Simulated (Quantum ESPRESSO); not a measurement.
# FeSi (Fersilicite): parallel and opposed starts

A self-consistent run ends on one state, which hangs on the start. Several orders of FeSi (Fersilicite) are started in Quantum ESPRESSO and their energies compared.

Main program and level: Quantum ESPRESSO 7.5; PBE; plane waves with GBRV 1.5 PBE potentials, no spin-orbit coupling.

This is a report of a sequence of runs, with most program output left out.

The database entry behind the starting cell differs from later determinations by our own check (about 0.5 % short), so it need not match the best structure at ambient conditions.

## 1. The structure

Symmetry: P2_13, No. 198, cubic system. Conventional cell: a = 4.467 Å, b = 4.467 Å, c = 4.467 Å, α = 90.00°, β = 90.00°, γ = 90.00°. Nearest to Fe lie 7 Si at 2.24 to 2.51 Å. Nearest to Si lie 7 Fe at 2.24 to 2.51 Å. Farther neighbours are not listed.

The cell comes from the Crystallography Open Database.

## 2. Run 1, typed as ferro ++++

The signs are those of the starting moments on the seeded atoms, the atoms that are given a moment.

File pw.in:

```
&CONTROL
  calculation = 'scf'
  prefix = 'pwscf'
  outdir = './tmp'
  pseudo_dir = './pseudo'
  disk_io = 'nowf'
/
&SYSTEM
  ibrav = 0
  celldm(1) = 8
  nat = 8
  ntyp = 2
  ecutwfc = 40
  ecutrho = 280
  nbnd = 58
  occupations = 'smearing'
  smearing = 'fd'
  degauss = 0.00367493
  nspin = 2
  starting_magnetization(1) = 0.175
  starting_magnetization(2) = 0
/
&ELECTRONS
  conv_thr = 1.6d-08
  electron_maxstep = 150
  mixing_beta = 0.3
/
ATOMIC_SPECIES
Fe     55.8450 fe_pbe_v1.5.uspp.F.UPF
Si     28.0850 si_pbe_v1.uspp.F.UPF
CELL_PARAMETERS alat
   1.0551758248379    0.0000000000000    0.0000000000000
   0.0000000000000    1.0551758248379    0.0000000000000
   0.0000000000000    0.0000000000000    1.0551758248379
ATOMIC_POSITIONS crystal
Fe      0.1340000000    0.1340000000    0.1340000000
Fe      0.3660000000    0.8660000000    0.6340000000
Fe      0.6340000000    0.3660000000    0.8660000000
Fe      0.8660000000    0.6340000000    0.3660000000
Si      0.8445000000    0.8445000000    0.8445000000
Si      0.6555000000    0.1555000000    0.3445000000
Si      0.3445000000    0.6555000000    0.1555000000
Si      0.1555000000    0.3445000000    0.6555000000
K_POINTS automatic
8 8 8 0 0 0
```

Started as:

```console
$ OMP_NUM_THREADS=1 mpirun -n 4 pw.x -nk 4 -in pw.in > pw.out
```

Run time: 6.9 min. Hardware: 4 MPI ranks of AMD EPYC 9R45, shared host; peak memory 0.7 GiB.

Residual by cycle:

cycle, log10 residual and a bar from the least value:
```
        1        2.1 ##############################
       15       -2.6 
       28       -2.2 ##
       42       -2.3 ##
       55       -2.3 ##
       69       -2.2 ##
       82       -2.6 
       96       -2.4 #
      109       -2.3 ##
      123       -2.6 
      136       -2.3 ##
      150       -1.6 ######
```

The run stopped without converging, so none of its numbers is a property of the system.

After 150 cycles the residual stands at 0.025, against 0.0018 at cycle 76 and a least value of 0.0018. The cap of 150 cycles in the input ended the loop.

## 3. Start 2: antiferro ++−−

pw.in, as its differences from that of step 2:

```diff
@@ -11,6 +11,6 @@
   nat = 8
-  ntyp = 2
+  ntyp = 3
   ecutwfc = 40
   ecutrho = 280
-  nbnd = 58
+  nbnd = 52
   occupations = 'smearing'
@@ -20,3 +20,4 @@
   starting_magnetization(1) = 0.175
-  starting_magnetization(2) = 0
+  starting_magnetization(2) = -0.175
+  starting_magnetization(3) = 0
 /
@@ -28,3 +29,4 @@
 ATOMIC_SPECIES
-Fe     55.8450 fe_pbe_v1.5.uspp.F.UPF
+Fe1    55.8450 fe_pbe_v1.5.uspp.F.UPF
+Fe2    55.8450 fe_pbe_v1.5.uspp.F.UPF
 Si     28.0850 si_pbe_v1.uspp.F.UPF
@@ -35,6 +37,6 @@
 ATOMIC_POSITIONS crystal
-Fe      0.1340000000    0.1340000000    0.1340000000
-Fe      0.3660000000    0.8660000000    0.6340000000
-Fe      0.6340000000    0.3660000000    0.8660000000
-Fe      0.8660000000    0.6340000000    0.3660000000
+Fe1     0.1340000000    0.1340000000    0.1340000000
+Fe1     0.3660000000    0.8660000000    0.6340000000
+Fe2     0.6340000000    0.3660000000    0.8660000000
+Fe2     0.8660000000    0.6340000000    0.3660000000
 Si      0.8445000000    0.8445000000    0.8445000000
```

The job ended after 2.8 min (4 MPI ranks; peak memory 1.2 GiB; 11 min of CPU time).

Spin moment in the atom's sphere by atom:

```
atom  spin moment in the atom's sphere (μB)
 Fe1                                 0.0008
 Fe2                                 0.0008
 Fe3                                -0.0007
 Fe4                                -0.0007
 Si5                                 0.0000
 Si6                                 0.0000
 Si7                                 0.0000
 Si8                                 0.0000
```

Read from the output:

* smearing term TS: 0.03931 eV
* magnetization: 0 μB
* absolute magnetization: 0 μB
* final state: non-magnetic

## 4. Run 3 (ferri +++−)

pw.in, as its differences from that of step 3:

```diff
@@ -14,3 +14,3 @@
   ecutrho = 280
-  nbnd = 52
+  nbnd = 55
   occupations = 'smearing'
@@ -39,3 +39,3 @@
 Fe1     0.3660000000    0.8660000000    0.6340000000
-Fe2     0.6340000000    0.3660000000    0.8660000000
+Fe1     0.6340000000    0.3660000000    0.8660000000
 Fe2     0.8660000000    0.6340000000    0.3660000000
```

Run time: 1.8 min. Hardware: 4 MPI ranks; peak memory 0.91 GiB.

Spin moment in the atom's sphere by atom:

```
atom  spin moment in the atom's sphere (μB)
 Fe1                                -0.0002
 Fe2                                -0.0002
 Fe3                                -0.0002
 Fe4                                 0.0001
 Si5                                 0.0000
 Si6                                 0.0000
 Si7                                 0.0000
 Si8                                 0.0000
```

Numbers from this step:

```
smearing term TS       : 0.03932 eV
magnetization          : 0 μB
absolute magnetization : 0 μB
final state            : non-magnetic
```

## 5. Start 4: no spin polarisation

File pw.in:

```
&CONTROL
  calculation = 'scf'
  prefix = 'pwscf'
  outdir = './tmp'
  pseudo_dir = './pseudo'
  disk_io = 'nowf'
/
&SYSTEM
  ibrav = 0
  celldm(1) = 8
  nat = 8
  ntyp = 2
  ecutwfc = 40
  ecutrho = 280
  nbnd = 52
  occupations = 'smearing'
  smearing = 'fd'
  degauss = 0.00367493
/
&ELECTRONS
  conv_thr = 1.6d-08
  electron_maxstep = 150
  mixing_beta = 0.3
/
ATOMIC_SPECIES
Fe     55.8450 fe_pbe_v1.5.uspp.F.UPF
Si     28.0850 si_pbe_v1.uspp.F.UPF
CELL_PARAMETERS alat
   1.0551758248379    0.0000000000000    0.0000000000000
   0.0000000000000    1.0551758248379    0.0000000000000
   0.0000000000000    0.0000000000000    1.0551758248379
ATOMIC_POSITIONS crystal
Fe      0.1340000000    0.1340000000    0.1340000000
Fe      0.3660000000    0.8660000000    0.6340000000
Fe      0.6340000000    0.3660000000    0.8660000000
Fe      0.8660000000    0.6340000000    0.3660000000
Si      0.8445000000    0.8445000000    0.8445000000
Si      0.6555000000    0.1555000000    0.3445000000
Si      0.3445000000    0.6555000000    0.1555000000
Si      0.1555000000    0.3445000000    0.6555000000
K_POINTS automatic
8 8 8 0 0 0
```

Elapsed: 16 s, on 4 MPI ranks; peak memory 0.55 GiB.

This step gave:

```yaml
smearing_term_ts: 0.03932 eV
final_state: non-magnetic (no spin polarisation)
```

## 6. An input with a fault

As a test, an input with a fault in it is run.

pw.in, as its differences from that of step 5:

```diff
@@ -9,3 +9,2 @@
   ibrav = 0
-  celldm(1) = 8
   nat = 8
@@ -14,3 +13,3 @@
   ecutrho = 280
-  nbnd = 52
+  nbnd = 58
   occupations = 'smearing'
@@ -18,2 +17,6 @@
   degauss = 0.00367493
+  nspin = 2
+  tot_magnetization = 400
+  starting_magnetization(1) = 0.175
+  starting_magnetization(2) = 0
 /
@@ -21,3 +24,3 @@
   conv_thr = 1.6d-08
-  electron_maxstep = 150
+  electron_maxstep = 100
   mixing_beta = 0.3
@@ -27,6 +30,6 @@
 Si     28.0850 si_pbe_v1.uspp.F.UPF
-CELL_PARAMETERS alat
-   1.0551758248379    0.0000000000000    0.0000000000000
-   0.0000000000000    1.0551758248379    0.0000000000000
-   0.0000000000000    0.0000000000000    1.0551758248379
+CELL_PARAMETERS angstrom
+   4.4670000000    0.0000000000    0.0000000000
+   0.0000000000    4.4670000000    0.0000000000
+   0.0000000000    0.0000000000    4.4670000000
 ATOMIC_POSITIONS crystal
```

Run time: 0.7 s. Hardware: 4 MPI ranks; peak memory 0.05 GiB.

The input was rejected at the start.

The program's message: “setup (1): too few spin up bands”

The fault put into the input: tot_magnetization larger than the electron count.

## 7. Energies of the orders

An order is kept where moments of 0.15 μB or more survive with the typed signs; meshes match where a doubled cell samples the same k points as the first cell.

Orders:

```
               start   final state  typed order kept  energy over the lowest (meV a seeded atom)  largest site moment (μB)  net moment (μB a cell of the first run)  mesh matched  CPU time (s)
      antiferro ++--  non-magnetic                no                                     0.02841                   8.00e-4                                        0           yes         669.6
          ferri +++-  non-magnetic                no                                     0.02658                         0                                        0           yes         440.5
no spin polarisation  non-magnetic                 -                                           0                         0                                        0           yes         61.91
```

## 8. Summary of results

| Quantity | Value |
| --- | --- |
| lowest state found | non-magnetic (from antiferro ++--, ferri +++- and no spin polarisation) |
| largest site moment | 0 μB |

What this shows: The lowest state carries no moment, and no start kept one. This is the lowest of 3 collinear or spinless starts, no proof of the ground state. 1 further start did not converge.

[Logs and program files are shortened in this print: banners, set-up blocks, solver, clock and traceback lines can be left out without a mark of their own.]

[Logs are printed without paths, hosts, clocks, repeated set-up lines and the standing remarks that a program may print on its own settings, such as how far it seeks lower states.]

[Hosts, paths, dates, database ids (printed as entryN), source tags and the programs' standing remarks are cut or masked in the printed files.]

[Where a cell is said to come from a database of computed structures, the database is the Materials Project.]
